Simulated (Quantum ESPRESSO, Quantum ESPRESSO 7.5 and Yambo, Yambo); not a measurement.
## WSe2 (P6_3/mmc): Bethe-Salpeter spectra with Yambo

Aim: follow the lowest exciton of WSe2 (P6_3/mmc) as the mesh is refined.

Calculated with Quantum ESPRESSO 7.5 and Yambo 5.3.0; PBE and many-body steps on it, plane waves.

This is a report of a sequence of runs, with most program output left out.

The database entry behind the starting cell differs from later determinations by our own check (a about 0.2 % long), so it need not match the best structure at ambient conditions.

**1. The starting structure**

The structure is hexagonal, space group P6_3/mmc (No. 194). Conventional cell: a = 3.290 Å, b = 3.290 Å, c = 12.970 Å, α = 90.00°, β = 90.00°, γ = 120.00°. Nearest to W lie 6 Se at 2.53 Å. Nearest to Se lie 3 W at 2.53 Å. Farther neighbours and most contacts between anions are not listed.

As a file:

```cif
data_structure
_symmetry_space_group_name_H-M 'P6_3/mmc'
_symmetry_Int_Tables_number 194
_cell_length_a 3.2900
_cell_length_b 3.2900
_cell_length_c 12.9700
_cell_angle_alpha 90.000
_cell_angle_beta 90.000
_cell_angle_gamma 120.000
_cell_volume 121.58
loop_
_atom_site_label
_atom_site_type_symbol
_atom_site_symmetry_multiplicity
_atom_site_Wyckoff_symbol
_atom_site_fract_x
_atom_site_fract_y
_atom_site_fract_z
_atom_site_occupancy
W1 W 2 c 0.33333 0.66667 0.25000 1
Se1 Se 4 f 0.33333 0.66667 0.62100 1
```

The cell and positions come from the Crystallography Open Database and are kept as given unless a step says otherwise. Spin-orbit coupling is left out unless a step names it.

**2. Empty states on the mesh, 3×3×1 mesh, 159 bands**

This step: Quantum ESPRESSO 7.5; DFT, PBE, plane waves, norm-conserving pseudopotentials.

The sums over transitions need many empty states on a uniform mesh; this step solves for them.

Input file pw.in:

```
&control
  calculation = 'nscf'
  prefix = 'x'
  outdir = 'o'
  pseudo_dir = 'pseudo'
/
&system
  ibrav = 0
  nat = 6
  ntyp = 2
  ecutwfc = 104.0
  nbnd = 159
  force_symmorphic = .true.
/
&electrons
  conv_thr = 1e-9
  electron_maxstep = 80
  diago_full_acc = .true.
  diago_thr_init = 5e-6
/
ATOMIC_SPECIES
  W 183.84 W.upf
  Se 78.971 Se.upf
CELL_PARAMETERS angstrom
  3.2900000000 -0.0000000000 0.0000000000
  -1.6450000000 2.8492235785 0.0000000000
  0.0000000000 0.0000000000 12.9700000000
ATOMIC_POSITIONS crystal
  W 0.3333333333 0.6666666667 0.2500000000
  W 0.6666666667 0.3333333333 0.7500000000
  Se 0.3333333333 0.6666666667 0.6210000000
  Se 0.6666666667 0.3333333333 0.1210000000
  Se 0.3333333333 0.6666666667 0.8790000000
  Se 0.6666666667 0.3333333333 0.3790000000
K_POINTS automatic
  3 3 1 0 0 0
```

The run is started by

```console
$ OMP_NUM_THREADS=1 mpirun -n 8 pw.x -nk 4 -in pw.in > pw.out
```

The job ended after 13 s (8 MPI ranks of Intel Xeon 6975P-C (Granite Rapids), shared host; peak memory 1.2 GiB).

Numbers from this step:

```yaml
gap: 1.330 eV
k_of_the_valence_top: 0, 0, 0
k_of_the_conduction_bottom: 0.3333, 0.3333, 0
least_direct_gap: 1.524 eV
k_points_computed: 3
lowest_point_of_the_top_converged_band_above_the_valence_top: 40.21 eV
```

On this mesh the gap is 1.330 eV.

The density comes from a self-consistent run that is not shown.

**3. Conversion and set-up**

This step: Yambo 5.3.0; conversion and set-up on PBE, plane waves, norm-conserving pseudopotentials.

The states are converted to the many-body program's format and the q mesh is built.

The run is started by

```console
$ (cd o/x.save; p2y > p2y.log; mv SAVE ../..); yambo > setup.log
```

It took 3.1 s on 1 MPI rank; peak memory 0.25 GiB.

**4. Screening and self-energy, 3×3×1 mesh, 159 bands, screening to 95.2 eV**

Now the one-shot GW correction: screening in the RPA, then the self-energy of the levels asked for.

This step: G0W0 on PBE, plane waves, norm-conserving pseudopotentials.

Input file gw1.in:

```
HF_and_locXC
gw0
dyson
ppa
em1d
rim_cut
RandQpts= 1000000
RandGvec= 1 RL
EXXRLvcs= 104 Ry
VXCRLvcs= 416 Ry
Chimod= "HARTREE"
% BndsRnXp
 1 | 159 |
%
NGsBlkXp= 7 Ry
% LongDrXp
 1 | 1 | 1 |
%
% GbndRnge
 1 | 159 |
%
DysSolver= "n"
ExtendOut
PPAPntXp= 27.21138 eV
% QPkrange
 1 | 1 | 61 | 64 |
 3 | 3 | 61 | 64 |
%
```

The run is started by

```console
$ OMP_NUM_THREADS=2 mpirun -n 4 yambo -F gw1.in -J gw1 -C gw1 > gw1.log
```

It took 55 s on 4 MPI ranks; peak memory 3.5 GiB.

This step gave:

```
G0W0 gap on the points computed              : 1.887 eV
starting gap on the mesh                     : 1.330 eV
k of the valence top                         : 0, 0, 0
k of the conduction bottom                   : 0.3333, 0.3333, 0
least direct G0W0 gap on the computed points : 2.136 eV
```

The gap on the mesh goes from 1.33 eV to 1.89 eV, a correction of +0.56 eV.

The gap opens by 0.557 eV; the next steps shift the empty bands rigidly by 0.612 eV, the correction at the start's least direct gap. The exciton steps add spin-orbit coupling, which this shift does not hold.

**5. Empty states on the mesh, 3×3×1 mesh, 180 bands**

This step: Quantum ESPRESSO 7.5; DFT, PBE with spin-orbit coupling, plane waves, norm-conserving pseudopotentials.

pw.in: that of step 2 with these lines changed.

```diff
@@ -11,4 +11,6 @@
   ecutwfc = 104.0
-  nbnd = 159
+  nbnd = 180
   force_symmorphic = .true.
+  noncolin = .true.
+  lspinorb = .true.
 /
```

The run is started by

```console
$ OMP_NUM_THREADS=1 mpirun -n 8 pw.x -nk 4 -in pw.in > pw.out
```

The job ended after 32 s (8 MPI ranks; peak memory 2.1 GiB).

This step gave:

| Property | Result |
| --- | --- |
| gap | 1.205 eV |
| k of the valence top | 0, 0, 0 |
| k of the conduction bottom | 0.3333, 0.3333, 0 |
| least direct gap | 1.312 eV |
| k points computed | 3 |
| lowest point of the top converged band, above the valence top | 15.27 eV |

On this mesh the gap is 1.205 eV.

The density comes from a self-consistent run that is not shown, made with spin-orbit coupling and fully relativistic files.

**6. Conversion and set-up**

This step: Yambo 5.3.0; conversion and set-up on PBE with spin-orbit coupling, plane waves, norm-conserving pseudopotentials.

The run is started by

```console
$ (cd o/x.save; p2y > p2y.log; mv SAVE ../..); yambo > setup.log
```

Wall time 4.5 s (1 MPI rank); peak memory 0.25 GiB.

**7. Excitons**

Light makes an electron and a hole together. The Bethe-Salpeter equation adds their screened attraction and their exchange, in a window of bands around the gap.

This step: Bethe-Salpeter equation on PBE with a scissors shift with spin-orbit coupling, plane waves, norm-conserving pseudopotentials.

Input file bse3.in:

```
optics
bss
bse
em1s
dipoles
rim_cut
RandQpts= 1000000
RandGvec= 1 RL
Chimod= "HARTREE"
BSKmod= "SEX"
BSEmod= "resonant"
BSSmod= "d"
BSENGexx= 20 Ry
BSENGBlk= 4 Ry
% BSEQptR
 1 | 1 |
%
% BSEBands
 119 | 132 |
%
% BEnRange
 0 | 4 | eV
%
% BDmRange
 0.1 | 0.1 | eV
%
BEnSteps= 81
% BLongDir
 1 | 0 | 0 |
%
% BndsRnXs
 89 | 180 |
%
NGsBlkXs= 4 Ry
% LongDrXs
 1 | 1 | 1 |
%
% KfnQP_E
 0.612 | 1.0 | 1.0 |
%
WRbsWF
FFTGvecs= 47 Ry
```

The run is started by

```console
$ OMP_NUM_THREADS=4 mpirun -n 2 yambo -F bse3.in -J bse3 -C bse3 > bse3.log
```

Elapsed: 16 s, on 2 MPI ranks; peak memory 0.84 GiB.

This step gave:

* transitions in the window: 432
* direct gap of the transition levels: 1.924 eV
* lowest state: 1.429 eV
* first strong exciton (over a fiftieth of the strongest listed): 1.540 eV
* binding of the lowest state below the direct gap: 0.4953 eV
* Coulomb term of one mesh cell: 0.2342 eV

The lowest state lies at 1.429 eV, 0.495 eV under the direct gap.

Lines within 3 meV are set at the lowest of them, and the highest group, which the list may cut short, is left out. Exciton lines, with heights relative to the strongest:

```
position (eV)  lines merged  strength, relative
        1.429             2                 0.0
        1.437             1                 0.0
        1.449             1                 0.0
        1.540             4                 100
        1.857             8                  74
        2.104             4                  43
```

Field along x; broadening 0.1 eV; transition window only. Limits: finite bands, cutoff and mesh; coarse k mesh. Table of ε₂ by photon energy; read off at these points:

```
photon energy (eV)    BSE  no electron-hole interaction
              0.00  0.340                         0.242
              0.10   0.38                         0.265
              0.20  0.429                         0.291
              0.30  0.488                         0.322
              0.45  0.605                         0.380
              0.55  0.709                         0.427
              0.65  0.846                         0.485
              0.75   1.03                         0.556
              0.85   1.29                         0.645
              0.95   1.67                         0.758
              1.10   2.70                         1.000
              1.20   4.10                          1.24
              1.30   7.08                          1.57
              1.40   15.0                          2.08
              1.50   36.4                          2.91
              1.55   42.5                          3.53
              1.60   33.8                          4.38
              1.75   22.3                          10.2
              1.85   35.2                          23.2
              1.95   23.1                          54.6
              2.05   20.7                          41.9
              2.15   19.0                          18.6
              2.25   8.72                          13.6
              2.40   4.05                          27.8
              2.50   3.31                          25.8
              2.60   2.89                          11.3
              2.70   2.86                          5.93
              2.80   3.65                          4.02
              2.90   6.00                          3.43
              3.05   13.4                          4.61
              3.15   12.3                          7.90
              3.25   9.75                          11.3
              3.35   8.02                          7.63
              3.45   11.4                          6.39
              3.55   19.8                          4.80
              3.70   11.6                          5.26
              3.80  10.00                          9.12
              3.90   14.9                          14.6
              4.00   19.3                          20.0
```

**8. Empty states on the mesh, 6×6×2 mesh, 180 bands**

This step: Quantum ESPRESSO 7.5; DFT, PBE with spin-orbit coupling, plane waves, norm-conserving pseudopotentials.

pw.in: that of step 5 with these lines changed.

```diff
@@ -37,2 +37,2 @@
 K_POINTS automatic
-  3 3 1 0 0 0
+  6 6 2 0 0 0
```

The run is started by

```console
$ OMP_NUM_THREADS=1 mpirun -n 8 pw.x -nk 4 -in pw.in > pw.out
```

Elapsed: 96 s, on 8 MPI ranks; peak memory 2.6 GiB; 13 min of CPU time.

This step gave:

* gap: 0.9093 eV
* k of the valence top: 0, 0, 0
* k of the conduction bottom: 0.1667, 0.1667, 0
* least direct gap: 1.312 eV
* k points computed: 14
* lowest point of the top converged band, above the valence top: 14.01 eV

On this mesh the gap is 0.909 eV.

**9. Conversion and set-up**

This step: Yambo 5.3.0; conversion and set-up on PBE with spin-orbit coupling, plane waves, norm-conserving pseudopotentials.

The run is started by

```console
$ (cd o/x.save; p2y > p2y.log; mv SAVE ../..); yambo > setup.log
```

Elapsed: 8.2 s, on 1 MPI rank; peak memory 0.27 GiB.

**10. k mesh (6×6×2)**

This step: Bethe-Salpeter equation on PBE with a scissors shift with spin-orbit coupling, plane waves, norm-conserving pseudopotentials.

bse5.in, as its differences from bse3.in of step 7:

```diff
@@ -18,3 +18,3 @@
 % BSEBands
- 119 | 132 |
+ 121 | 132 |
 %
```

The run is started by

```console
$ OMP_NUM_THREADS=4 mpirun -n 2 yambo -F bse5.in -J bse5 -C bse5 > bse5.log
```

Elapsed: 3.6 min, on 2 MPI ranks; peak memory 1.2 GiB; 17 min of CPU time.

This step gave:

```
transitions in the window                                      : 2304
direct gap of the transition levels                            : 1.924 eV
lowest state                                                   : 1.672 eV
first strong exciton (over a fiftieth of the strongest listed) : 1.742 eV
binding of the lowest state below the direct gap               : 0.2523 eV
Coulomb term of one mesh cell                                  : 0.1507 eV
```

The binding is 1.7 times the screened Coulomb term of one mesh cell (0.15 eV), so it is not shown settled.

The lowest state lies at 1.672 eV, 0.252 eV under the direct gap.

Field along x; broadening 0.1 eV; transition window only. Limits: finite bands, cutoff and mesh; exciton not shown settled in the k mesh. ε₂ against photon energy; read off at these points:

```
photon energy (eV)    BSE  no electron-hole interaction
              0.00  0.135                         0.111
              0.15  0.154                         0.124
              0.30  0.178                         0.141
              0.40  0.198                         0.155
              0.55  0.235                         0.179
              0.70  0.285                         0.210
              0.85  0.357                         0.252
              0.95  0.423                         0.288
              1.10  0.573                         0.360
              1.25  0.845                         0.469
              1.40   1.45                         0.651
              1.50   2.40                         0.853
              1.65   7.71                          1.46
              1.75   14.1                          2.41
              1.80   11.6                          3.34
              1.95   4.88                          11.4
              2.05   5.19                          12.8
              2.20   9.96                          5.13
              2.35   10.7                          6.82
              2.40   11.0                          9.47
              2.50   8.19                          11.2
              2.60   11.2                          7.98
              2.65   13.1                          7.22
              2.75   10.6                          10.3
              2.90   10.2                          9.80
              3.05   19.0                          10.8
              3.15   15.7                          12.0
              3.30   16.2                          15.1
              3.45   13.4                          16.1
              3.60   10.5                          14.3
              3.70   8.70                          15.5
              3.85   6.94                          9.84
              4.00   4.89                          8.49
```

The window of bands is narrower than in the first exciton run, so this row is not like for like with it.

**11. Empty states on the mesh, 9×9×2 mesh, 180 bands**

This step: Quantum ESPRESSO 7.5; DFT, PBE with spin-orbit coupling, plane waves, norm-conserving pseudopotentials.

pw.in: that of step 8 with these lines changed.

```diff
@@ -37,2 +37,2 @@
 K_POINTS automatic
-  6 6 2 0 0 0
+  9 9 2 0 0 0
```

The run is started by

```console
$ OMP_NUM_THREADS=1 mpirun -n 8 pw.x -nk 4 -in pw.in > pw.out
```

Run time: 2.8 min. Hardware: 8 MPI ranks; peak memory 2.6 GiB; 22 min of CPU time.

This step gave:

| Property | Result |
| --- | --- |
| gap | 1.004 eV |
| k of the valence top | 0, 0, 0 |
| k of the conduction bottom | 0.1111, 0.2222, 0 |
| least direct gap | 1.312 eV |
| k points computed | 24 |
| lowest point of the top converged band, above the valence top | 13.91 eV |

On this mesh the gap is 1.004 eV.

**12. Conversion and set-up**

This step: Yambo 5.3.0; conversion and set-up on PBE with spin-orbit coupling, plane waves, norm-conserving pseudopotentials.

The run is started by

```console
$ (cd o/x.save; p2y > p2y.log; mv SAVE ../..); yambo > setup.log
```

Run time: 9.9 s. Hardware: 1 MPI rank; peak memory 0.28 GiB.

**13. k mesh (9×9×2)**

This step: Bethe-Salpeter equation on PBE with a scissors shift with spin-orbit coupling, plane waves, norm-conserving pseudopotentials.

bse7.in, as its differences from bse5.in of step 10:

```diff
@@ -18,3 +18,3 @@
 % BSEBands
- 121 | 132 |
+ 121 | 128 |
 %
```

The run is started by

```console
$ OMP_NUM_THREADS=4 mpirun -n 2 yambo -F bse7.in -J bse7 -C bse7 > bse7.log
```

Wall time 13 min (2 MPI ranks); peak memory 1.7 GiB; 50 min of CPU time.

This step gave:

| Property | Result |
| --- | --- |
| transitions in the window | 2592 |
| direct gap of the transition levels | 1.924 eV |
| lowest state | 1.768 eV |
| first strong exciton (over a fiftieth of the strongest listed) | 1.829 eV |
| binding of the lowest state below the direct gap | 0.1559 eV |
| Coulomb term of one mesh cell | 0.1203 eV |

The binding is 1.3 times the screened Coulomb term of one mesh cell (0.12 eV), so it is not shown settled.

The lowest state lies at 1.768 eV, 0.156 eV under the direct gap.

The window of bands is narrower than in the first exciton run, so this row is not like for like with it.

**14. Spectrum in a wider window**

Input file bse8.in:

```
optics
bss
bse
em1s
dipoles
rim_cut
RandQpts= 1000000
RandGvec= 1 RL
Chimod= "HARTREE"
BSKmod= "SEX"
BSEmod= "resonant"
BSSmod= "h"
BSENGexx= 20 Ry
BSENGBlk= 4 Ry
% BSEQptR
 1 | 1 |
%
% BSEBands
 117 | 136 |
%
% BEnRange
 0 | 7 | eV
%
% BDmRange
 0.1 | 0.1 | eV
%
BEnSteps= 141
% BLongDir
 1 | 0 | 0 |
%
% BndsRnXs
 89 | 180 |
%
NGsBlkXs= 4 Ry
% LongDrXs
 1 | 1 | 1 |
%
% KfnQP_E
 0.612 | 1.0 | 1.0 |
%
BSHayTrs= -0.02
FFTGvecs= 47 Ry
```

The run is started by

```console
$ OMP_NUM_THREADS=4 mpirun -n 2 yambo -F bse8.in -J bse8,bse7_W -C bse8 > bse8.log
```

It took 5.2 min on 2 MPI ranks; peak memory 3.2 GiB.

Numbers from this step:

```yaml
transitions_in_the_window: 15552
direct_gap_of_the_transition_levels: 1.924 eV
```

**15. The runs together**

Times are wall times on 2 MPI ranks of Intel Xeon 6975P-C (Granite Rapids), shared host, good to a factor of about two.

```
                       run   mesh  transitions  broadening (eV)  direct gap (eV)  lowest state (eV)  binding (eV)  mesh cell's term (eV)  tallest peak (eV)  height     time
                  excitons  3×3×1          432              0.1            1.924              1.429         0.495                  0.234               1.55    42.5     16 s
            k mesh (6×6×2)  6×6×2         2304              0.1            1.924              1.672         0.252                  0.151               3.05    19.0  3.6 min
            k mesh (9×9×2)  9×9×2         2592              0.1            1.924              1.768         0.156                  0.120               2.85    17.4   13 min
spectrum in a wider window  9×9×2        15552              0.1            1.924                  -             -                      -               3.25    21.3  5.2 min
```

**16. What came out**

```yaml
excitons: lowest state 1.429 eV
k_mesh_6x6x2: lowest state 1.672 eV (not settled in the k mesh)
k_mesh_9x9x2: lowest state 1.768 eV (not settled in the k mesh)
spectrum_in_a_wider_window: tallest peak 3.2 eV
```

**Reading.** On the 3×3×1 mesh the lowest exciton lies at 1.429 eV, 0.495 eV below the direct gap; one cell of the mesh carries a screened Coulomb term of 0.23 eV by a cubic estimate, rough for this lattice, so this binding is not shown settled. That state is dark or weak; the first strong one lies at 1.540 eV. Bindings below are those of the lowest state. k mesh (6×6×2), against «excitons (3×3×1)»: the lowest state moves by +0.243 eV (keys changed: BSEBands, the mesh and the band window). k mesh (9×9×2), against «k mesh (6×6×2)»: the lowest state moves by +0.096 eV (keys changed: BSEBands, the mesh and the band window). Spectrum in a wider window, against «k mesh (9×9×2)»: the tallest peak goes from 2.85 eV to 3.25 eV (keys changed: BSEBands, BSSmod, BEnSteps, BEnRange, BSHayTrs and the band window). Lines within a few meV of each other can be one level split by numerical noise, or distinct levels. Screening is static and electronic alone, and only transitions inside the band window count. The 3×3×1 mesh is coarse for this cell, which bears on the long-range parts of exchange and screening.

[Paths, hosts, dates, memory and timing lines, banners, echoed tables and standing remarks are left out of the program output.]

[Logs are printed without paths, hosts, clocks, repeated set-up lines and the standing remarks that a program may print on its own settings, such as how far it seeks lower states.]

[Runs of the session that timed out or met a known fault of the program may be left out.]

[Hosts, paths, dates, database ids (printed as entryN), source tags and the programs' standing remarks are cut or masked in the printed files.]
